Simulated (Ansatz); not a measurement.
# Lattice dynamics of PIr2 (Fm-3m), part 2 of 2

Wanted: phonon frequencies of PIr2 (Fm-3m) and what follows from them.

Ansatz 0.2.0; DFT PBEsol, scalar-relativistic, plane waves, PAW; PAW set soft_1.

So far. Step 3 (Relaxing to small forces for the phonons): The forces vanish by symmetry and the pressure is -0.006 GPa, within the tolerances set. The cell now holds 14.11 Å³/atom. The relaxed cell has a = 5.532 Å (conventional setting).

The database entry behind the starting cell differs from later determinations by our own check (0.1 to 0.3 % short, probably kX units), so it need not match the best structure at ambient conditions.

## Step 4: Zone-centre response

The zone centre comes first: it holds the modes that light can see, as far as symmetry allows. No field response is asked, since the mesh shows no gap.

File input.yaml:

```yaml
crystal:
  lattice:
    - [0.0, 2.7662066791, 2.7662066791]
    - [2.7662066791, 0.0, 2.7662066791]
    - [2.7662066791, 2.7662066791, 0.0]
  atoms:
    - { symbol: P, position: [0.0, 0.0, 0.0] }
    - { symbol: Ir, position: [0.25, 0.25, 0.25] }
    - { symbol: Ir, position: [0.75, 0.75, 0.75] }
kpoints:
  mp_grid: { grid: [16, 16, 16] }
hamiltonian:
  xc: pbesol
  pseudopotentials: { kind: paw, azcp: { folder: soft_1 }, xc_functional: pbe }
scf:
  occupations: { method: methfessel_paxton, width: 0.2 }
output:
  eigenvalues: true
phonons:
  method: dfpt
```

Launch:

```sh
$ ansatz run input.yaml --threads 4 --pin off --max-ram 10240MiB --backend cpu --events-out ev --progress --plain --runs-dir out
```

Numbers of over 12 decimals in the logs are rounded to 6 here.

Output:

```text
zone centre: on kpoints.mp_grid the ground state, and the responses unless they are solved on pairs of k-points, stand on 349 of the mesh's 4096 k-points, reduced under 8 symmetry operations, with k and −k counted as one. Each operation leaves every solved displacement unchanged or reverses it
[...]
Crystal: 3 atoms, lattice volume = 42.333 Å³
Basis set: ecut = 420 eV, 869 PW (Γ), exchange–correlation on 54×54×54 points (8 copies of the dense FFT grid, shifted against one another)
Bands: 24, of which v1, the nominal top of the filled ones, is band 20 counted from 1 (19 counted from 0)
Symmetry: 48 space group operations
k-points: 349 of 4096 (irreducible under 8 space group operations, time reversal used)
[...]
SCF iter   1: F=—  HF=-24342.436559 eV  |F-HF|=—  |Δ(HF+E_count)|=         —  Δρ=4.67e-2  dr2=4.37e-1  ethr=3.10e-3  ⟨swp⟩=5.1  Hψ=35757  notcnv=0
[...]
SCF iter  10: F=-24342.245802 eV  HF=-24342.245802 eV  |F-HF|=7.28e-12  |Δ(HF+E_count)|=  7.28e-12  S|Δr|=    0.00e0  Δρ=3.54e-8  dr2=3.58e-13  ethr=1.00e-12  ⟨swp⟩=7.0  Hψ=39734  notcnv=0
SCF 1 converged in 10 iterations: F = -24342.245802 eV  dr2 = 3.58e-13
[...]
DFPT response loops at Γ: preconditioner auto → Kerker (q_TF=auto, 2.691 Å⁻¹) (partly filled bands, converged f_vac=0.001); β = 1.00, the filter's whole step (`scf.mixing.beta` (0.50) is not read by the response loops under this deck's `scf.mixing.preconditioner`; to damp them name `kerker` or `kerker_dos`, under which they read `scf.mixing.beta`, and type it under 1.00, their step now; both keys bind the ground state too); Broyden in place of MSR1
SCF converged after 10 iterations
[...]
Free energy (F): -24342.245802 eV
[...]
Internal energy: -24342.248067 eV  (E = F + TS)
E sigma→0 (E₀):  -24342.246368 eV
Entropy (-TS):   0.002265 eV (0.755 meV/atom)
Fermi energy:    20.596415 eV
[...]
--- Band table (eV; the first three rows and the last of 349) ---
  k-point 0: bands = [... 16 lower, 20.0525, 20.9796, 22.2307, 22.2307, 25.0366, 25.0366, 25.0366, 25.5503]
  k-point 1: bands = [... 16 lower, 19.9840, 21.1101, 22.0060, 22.0060, 24.5885, 24.9643, 24.9643, 25.6394]
  k-point 2: bands = [... 16 lower, 19.7812, 21.4686, 21.4686, 21.4803, 23.5675, 24.9156, 24.9156, 25.8201]
  k-point 348: bands = [... 16 lower, 18.0342, 18.8136, 19.1965, 19.5843, 22.4323, 22.4323, 27.9468, 27.9468]
--- Phonons (Γ-DFPT): 2 representative perturbations + reference, on 349 of 4096 k-points (Σ response iterations 7) ---
  k mesh reduced under 8 symmetry operations, with k and −k counted as one. Each operation leaves every solved displacement unchanged or reverses it
  ASR residual: 1.063e-5 → 0.000e0 eV/Å²; symmetrization residual: 2.769e-7 eV/Å²
  ASR residual per site (eV/Å²): 3.66e-7 1.06e-5 1.06e-5
  Γ frequencies (cm⁻¹): 0.00 0.00 0.00 183.68 183.68 183.68 330.50 330.50 330.50
  non-analytic LO–TO correction: not included (Born effective charges unavailable; polar crystals: no LO–TO splitting at Γ)
```

It took 25 s on 4 threads of Arm Neoverse V2, shared host; peak memory 1.2 GiB; 93 s of CPU time.

In the SCF lines HF is the Harris–Foulkes energy and dr2 the Hartree energy of the density residual, in eV; the loop may stop once dr2 is under the threshold and the program's other checks hold. Hψ counts applications of the Hamiltonian.

Numbers from this step:

* sum-rule residual before enforcement: 1.06e-5 eV/Å²
* point group: m-3m
* highest optical mode at the zone centre (no LO-TO term): 330.5 cm⁻¹
* lowest optical zone-centre mode: 183.7 cm⁻¹

Patterns of degenerate modes are one choice out of their space. The modes at Γ (shares of kinetic energy by element, %):

```tsv
mode	frequency (cm⁻¹)	symmetry	P %	Ir %
1	0.0	acoustic	7	93
2	0.0	acoustic	7	93
3	0.0	acoustic	7	93
4	183.7	T2g	0	100
5	183.7	T2g	0	100
6	183.7	T2g	0	100
7	330.5	T1u	93	7
8	330.5	T1u	93	7
9	330.5	T1u	93	7
```

Displacements in mode 5 (183.7 cm⁻¹), the largest set to 1:
```
P1   0.00  0.00  0.00
Ir2  1.00 -0.22  0.00
Ir3 -1.00  0.22  0.00
```

Displacements in mode 9 (330.5 cm⁻¹), the largest set to 1:
```
P1   1.00  0.00  0.00
Ir2 -0.08  0.00  0.00
Ir3 -0.08  0.00  0.00
```

Before it was imposed, the acoustic sum rule was missed by 1.1e-5 eV/Å². Small misses are needed for a sound result but don't prove that mesh and cutoff are converged. The lowest optical mode is real, 184 cm⁻¹.

## Step 5: Phonons on a q mesh

Stability and thermal properties need the whole zone. Linear response on a 4×4×4 q mesh gives force constants as far as a supercell of that size would.

input.yaml, as its differences from that of step 4:

```diff
@@ -20 +20,8 @@
   method: dfpt
+  qmesh: [4, 4, 4]
+  temperatures: { t_max: 1000, t_step: 50 }
+  qpath:
+    path:
+      - [[0.0, 0.0, 0.0], [0.5, 0.0, 0.5], [0.625, 0.25, 0.625]]
+      - [[0.375, 0.375, 0.75], [0.0, 0.0, 0.0], [0.5, 0.5, 0.5], [0.5, 0.25, 0.75], [0.5, 0.0, 0.5]]
+    npoints: 10
```

Output:

```text
[...]
Crystal: 3 atoms, lattice volume = 42.333 Å³
Basis set: ecut = 420 eV, 869 PW (Γ), exchange–correlation on 54×54×54 points (8 copies of the dense FFT grid, shifted against one another)
Bands: 24, of which v1, the nominal top of the filled ones, is band 20 counted from 1 (19 counted from 0)
Symmetry: 48 space group operations
k-points: 145 of 4096
[...]
SCF iter   1: F=—  HF=-24342.436618 eV  |F-HF|=—  |Δ(HF+E_count)|=         —  Δρ=4.67e-2  dr2=4.37e-1  ethr=3.10e-3  ⟨swp⟩=5.1  Hψ=14840  notcnv=0
[...]
SCF iter  10: F=-24342.245802 eV  HF=-24342.245802 eV  |F-HF|=1.46e-11  |Δ(HF+E_count)|=  1.82e-11  S|Δr|=    0.00e0  Δρ=3.50e-8  dr2=3.33e-13  ethr=1.00e-12  ⟨swp⟩=7.2  Hψ=16628  notcnv=0
SCF 1 converged in 10 iterations: F = -24342.245802 eV  dr2 = 3.33e-13
[...]
phonons: the bands overlap, so this run is a metal and interpolates without the dipole-dipole term. If the crystal is really an insulator or semiconductor, its LO-TO splitting is missing
NSCF: frozen V_eff on 145 k-points
[...]
DFPT response loops at q = (0, 0, 0) (fractional): preconditioner auto → Kerker (q_TF=auto, 2.691 Å⁻¹) (partly filled bands, converged f_vac=0.001); β = 1.00, the filter's whole step (`scf.mixing.beta` (0.50) is not read by the response loops under this deck's `scf.mixing.preconditioner`; to damp them name `kerker` or `kerker_dos`, under which they read `scf.mixing.beta`, and type it under 1.00, their step now; both keys bind the ground state too); Broyden in place of MSR1
[...]
phonons.qmesh, q = [0.0000, 0.2500, -0.5000]: its response loops start from zero, take more passes and end by a threshold: the memory limit or budget leaves too little room for the subspace of the ground state's own states beside the solves, or none could be made (phonons.method)
[...]
SCF converged after 10 iterations
[...]
Free energy (F): -24342.245802 eV
[...]
Internal energy: -24342.248067 eV  (E = F + TS)
E sigma→0 (E₀):  -24342.246368 eV
Entropy (-TS):   0.002265 eV (0.755 meV/atom)
Fermi energy:    20.596415 eV
[...]
--- Band table (eV; the first three rows and the last of 145) ---
  k-point 0: bands = [... 16 lower, 20.0525, 20.9796, 22.2307, 22.2307, 25.0366, 25.0366, 25.0366, 25.5503]
  k-point 1: bands = [... 16 lower, 19.9840, 21.1101, 22.0060, 22.0060, 24.5885, 24.9643, 24.9643, 25.6394]
  k-point 2: bands = [... 16 lower, 19.7812, 21.4686, 21.4686, 21.4803, 23.5675, 24.9156, 24.9156, 25.8201]
  k-point 144: bands = [... 16 lower, 18.0342, 18.8136, 19.1965, 19.5843, 22.4323, 22.4323, 27.9468, 27.9468]
--- Phonons (Γ-DFPT): 2 representative perturbations + reference (Σ response iterations 7) ---
  ASR residual: 8.451e-6 → 0.000e0 eV/Å²; symmetrization residual: 1.475e-7 eV/Å²
  ASR residual per site (eV/Å²): 7.88e-8 8.45e-6 8.45e-6
  Γ frequencies (cm⁻¹): 0.00 0.00 0.00 183.68 183.68 183.68 330.50 330.50 330.50
--- Phonons (arbitrary-q DFPT): 8 irreducible q on the 4×4×4 mesh ---
  q = [0.0000, 0.0000, 0.0000] (star 1, of the zone-centre solve; hermiticity 1.99e-8, symmetrization 1.36e-13): -0.00 0.00 0.00 183.68 183.68 183.68 330.50 330.50 330.50
  q = [0.0000, 0.0000, 0.2500] (star 8, 2 solved perturbations on 2176 of 4096 k-point pairs; hermiticity 2.59e-7, symmetrization 1.99e-13): 81.56 81.56 108.01 172.36 173.20 173.20 329.22 329.22 385.92
[...]
q = [0.0000, 0.2500, 0.2500] (star 6, 4 solved perturbations in 3616 linear systems a pass and spin channel, the states on 1160 of 4096 k-point pairs; hermiticity 1.58e-7, symmetrization 1.51e-13): 53.03 53.03 140.61 152.61 173.59 173.59 332.52 332.52 399.11
[...]
sum rule: each row above includes the acoustic sum rule's correction from the zone centre's row sums; it moved no ω² by more than (0.11 cm⁻¹)²
  mesh force constants: q→R imaginary residual 6.15e-18; ASR residual 8.451e-6 → 0.000e0 eV/Å²; symmetrization residual 1.421e-14 eV/Å²
  interpolated dispersion: 62 rows × 9 modes
  density of states and harmonic sums: on the 20×20×20 q-mesh, interpolated from the force constants of a 4×4×4 supercell (no non-analytic term)
  largest difference from the sums on the solved wave vectors: F 8.61e-3 eV, S 1.26e-5 and C_V 4.01e-6 eV/K
  zero-point energy: 0.115726 eV/cell   skipped modes (ω ≤ 0): 3   left out of the sums: 4.17e-5 of the cell's modes: C_V's classical limit lies that fraction below 3 k_B per atom; for a crystal, a wire or a layer, F and S can be off by more, and a phonons.interpolated_qmesh denser along its periods is the remedy for the sampling
```

Elapsed: 21 min, on 4 threads; peak memory 6.1 GiB; 84 min of CPU time.

This step gave:

| Property | Result |
| --- | --- |
| sum-rule residual before enforcement | 8.45e-6 eV/Å² |
| lowest frequency on the path | 0 cm⁻¹ |
| highest frequency on the path or at a solved wavevector | 442.5 cm⁻¹ |
| mean frequency | 207.4 cm⁻¹ |
| Debye temperature (second moment) | 439 K |
| logarithmic mean frequency | 175.6 cm⁻¹ |
| lowest mode on the q mesh (acoustic modes at Γ apart) | 22.28 cm⁻¹ |
| zero-point energy per atom | 38.58 meV |
| heat capacity at 300 K | 22.57 J/(mol atoms K) |
| vibrational entropy at 300 K | 30.49 J/(mol atoms K) |
| edges of the widest gap between branches, on path and mesh | 207.2, 327.3 cm⁻¹ |

Frequencies (cm⁻¹) solved at each irreducible wavevector; negative means imaginary. Frequencies by wavevector, by row:

```tsv
q in reciprocal lattice units	star	mode 1	mode 2	mode 3	mode 4	mode 5	mode 6	mode 7	mode 8	mode 9
0 0 0	1	0	0	0	183.7	183.7	183.7	330.5	330.5	330.5
0 0 0.25	8	81.6	81.6	108	172.4	173.2	173.2	329.2	329.2	385.9
0 0 -0.5	4	132.2	132.2	138.8	141.9	141.9	172.4	327.3	327.3	396.2
0 0.25 0.25	6	53	53	140.6	152.6	173.6	173.6	332.5	332.5	399.1
0 0.25 -0.5	24	86.8	102.2	113.2	156.4	163.6	192.5	333.2	345.7	402.6
0 0.25 -0.25	12	57.3	128.2	138.4	147.6	157.5	189.1	330.1	345.9	387.9
0 -0.5 -0.5	3	22.3	78.2	78.2	154.8	154.8	207.2	336.6	336.6	442.5
0.25 -0.5 -0.25	6	22.9	80.6	144.2	144.2	163.4	205.1	336.6	376	376
```

Interpolated from a 4×4×4 q mesh. The phonon branches at the labelled points (cm⁻¹):

```tsv
point	branch 1	branch 2	branch 3	branch 4	branch 5	branch 6	branch 7	branch 8	branch 9
Γ	0	0	0	184	184	184	330	330	330
halfway	53	53	141	153	174	174	332	332	399
X	22	78	78	155	155	207	337	337	442
halfway	29	87	90	154	158	206	336	341	431
U	43	106	111	152	163	204	335	355	402
jump to K	43	106	111	152	163	204	335	355	402
halfway	51	106	136	152	164	185	328	336	390
Γ	0	0	0	184	184	184	330	330	330
halfway	82	82	108	172	173	173	329	329	386
L	132	132	139	142	142	172	327	327	396
halfway	87	112	138	145	163	191	332	351	387
W	23	81	144	144	163	205	337	376	376
halfway	27	80	110	154	160	206	337	346	421
X	22	78	78	155	155	207	337	337	442
```

The phonon branches as a text plot (rows in cm⁻¹):

```
    433 |        *******                                      ***
    415 |       *       **                                   *
    396 |      *          *    **            *********      *
    378 |    **            ****  *         **         ******
    360 |   *            ****     ***     *           ***  **
    341 | ************************** *  **          *************
    323 |***                 *************************
    304 |
    286 |
    267 |
    249 |
    230 |
    212 |           *******                              ********
    194 |        ***       *******                   ****
    175 |********                ********************
    157 |    *** *****************            **   **************
    138 |    ***           ******             **************
    120 |       *         **   * *           * **  ****     **
    101 |   *    *      ***     * **        ***      * **     *
     83 |         ******         *         **         *  ********
     65 |  *    ****         ***  ***     **           **
     46 | *  ***    *    ****   **  *    **
     28 |  **        ****         ****  **               ********
      9 |**                          ****
         Γ           X  U|K            Γ         L        W     X
```

The phonon density of states has structure finer than the step of the table below, so its rows give means over 20 cm⁻¹, whole bins alone (the curve runs from 2.5 to 442 cm⁻¹). Peaks (cm⁻¹: height): 132.5: 0.0475, 162.5: 0.135, 182.5: 0.0534, 332.5: 0.163, 392.5: 0.0444.

Tetrahedra on a 20×20×20 mesh, mean over bins of 5 cm-1. Interpolated from a 4×4×4 q mesh. The phonon density of states by wavenumber; means over each step:

wavenumber (cm⁻¹), phonon density of states (1/cm⁻¹/cell) and a bar:
```
       20      0.002 #
       40      0.010 ####
       60      0.023 #########
       80      0.026 ###########
      100      0.029 ############
      120      0.034 ##############
      140      0.041 #################
      160      0.075 ##############################
      180      0.037 ###############
      200      0.021 ########
      220      0.000 
      240      0.000 
      260      0.000 
      280      0.000 
      300      0.000 
      320      0.021 ########
      340      0.066 ###########################
      360      0.014 #####
      380      0.015 ######
      400      0.026 ##########
      420      0.006 ###
```

The partial phonon density of states has structure finer than the step of the table below, so its rows give means over 20 cm⁻¹, whole bins alone (the curve runs from -10 to 465 cm⁻¹). Peaks (cm⁻¹: height): Ir 163.3: 0.0880, 181.2: 0.0465, 333.6: 0.0137; P 333.6: 0.115, 393.4: 0.0398.

Phonopy on the run's constants, 17x17x17 mesh, Gaussian sigma 3.4 cm-1. Interpolated from a 4×4×4 q mesh. Partial phonon density of states against wavenumber; means over each step; values in 1/cm⁻¹/cell:

```tsv
wavenumber (cm⁻¹)	Ir	P
0	5.0e-5	3.8e-6
20	0.00201	7.0e-5
40	0.00987	2.6e-4
60	0.0224	5.3e-4
80	0.0261	5.4e-4
100	0.0282	6.1e-4
120	0.0328	0.00101
140	0.0410	0.00175
160	0.0689	0.00442
180	0.0368	0.00108
200	0.0209	1.7e-4
220	5.5e-4	2.7e-7
240	0	0
260	0	0
280	0	0
300	0	0
320	0.00206	0.0191
340	0.00668	0.0599
360	7.1e-4	0.0127
380	4.4e-4	0.0152
400	5.0e-4	0.0248
420	4.0e-5	0.00638
440	1.8e-6	0.00160
```

Harmonic thermodynamic functions per atom, from the density of states. Interpolated from a 4×4×4 q mesh. Thermodynamic functions, by row:

```tsv
T (K)	F_vib (meV/atom)	S (J/mol-atom/K)	C_V (J/mol-atom/K)
0	38.58	0	0
50	38.09	3.096	6.228
100	34.74	9.892	13.57
200	18.03	21.77	20.25
300	-9.28	30.49	22.57
400	-44.46	37.13	23.54
500	-85.79	42.44	24.02
600	-132.1	46.85	24.3
700	-182.7	50.61	24.46
800	-236.9	53.88	24.57
900	-294.2	56.78	24.65
1000	-354.5	59.38	24.7
```

Harmonic mean-square displacement, third of the trace. Interpolated from a 4×4×4 q mesh. Mean square displacements, by row:

```tsv
T (K)	P1 U_eq (Å²)	Ir2 U_eq (Å²)	Ir3 U_eq (Å²)
0	0.00174	7.70e-4	7.70e-4
100	0.00202	0.00147	0.00147
300	0.00358	0.00391	0.00391
600	0.00654	0.00771	0.00771
```

Symmetry leaves 8 wavevectors to solve. The lowest mode among them, the acoustic zeros apart, lies at q = (0, -0.5, -0.5) and is real, 22.3 cm⁻¹.

## Step 6: Outcome

```
space group after relaxation (within 0.01 Å)            : Fm-3m
volume per atom                                         : 14.1 Å³
electronic character                                    : no gap on this mesh
highest optical mode at the zone centre (no LO-TO term) : 330 cm⁻¹
lowest optical zone-centre mode                         : 184 cm⁻¹
lowest mode on the q mesh (acoustic modes at Γ apart)   : 22.3 cm⁻¹
highest frequency on the path or at a solved wavevector : 442 cm⁻¹
zero-point energy per atom                              : 38.6 meV
heat capacity at 300 K                                  : 22.6 J/(mol atoms K)
vibrational entropy at 300 K                            : 30.5 J/(mol atoms K)
Debye temperature (second moment)                       : 439 K
imaginary modes on the 4×4×4 q mesh                     : none
```

What this shows: The structure is a minimum as far as tested: no mode is imaginary at the 8 irreducible wavevectors of the 4×4×4 mesh, and the softest away from the acoustic zeros lies at 22 cm⁻¹. The optical modes at Γ span 184 to 330 cm⁻¹. The highest mode in this list at Γ, 330.5 cm⁻¹, is mostly motion of P (93 % of the kinetic energy). On the path and the mesh, the widest gap between branches runs from 207 to 327 cm⁻¹. With no gap, or one that is small against the smearing, the frequencies hang on the k mesh and the smearing, most of all near Kohn anomalies. The phonon runs are without spin polarisation, although the cell has an odd electron count. Spin-orbit coupling is left out, which can matter for the heavy elements here. The PAW files were made for PBE and serve the other functionals too. These are harmonic frequencies at zero temperature: anharmonic shifts, linewidths and thermal expansion are left out.

[Logs are printed without paths, hosts, clocks, repeated set-up lines and the standing remarks that a program may print on its own settings, such as how far it seeks lower states.]

[Hosts, paths, dates, database ids (printed as entryN), source tags and the programs' standing remarks are cut or masked in the printed files.]
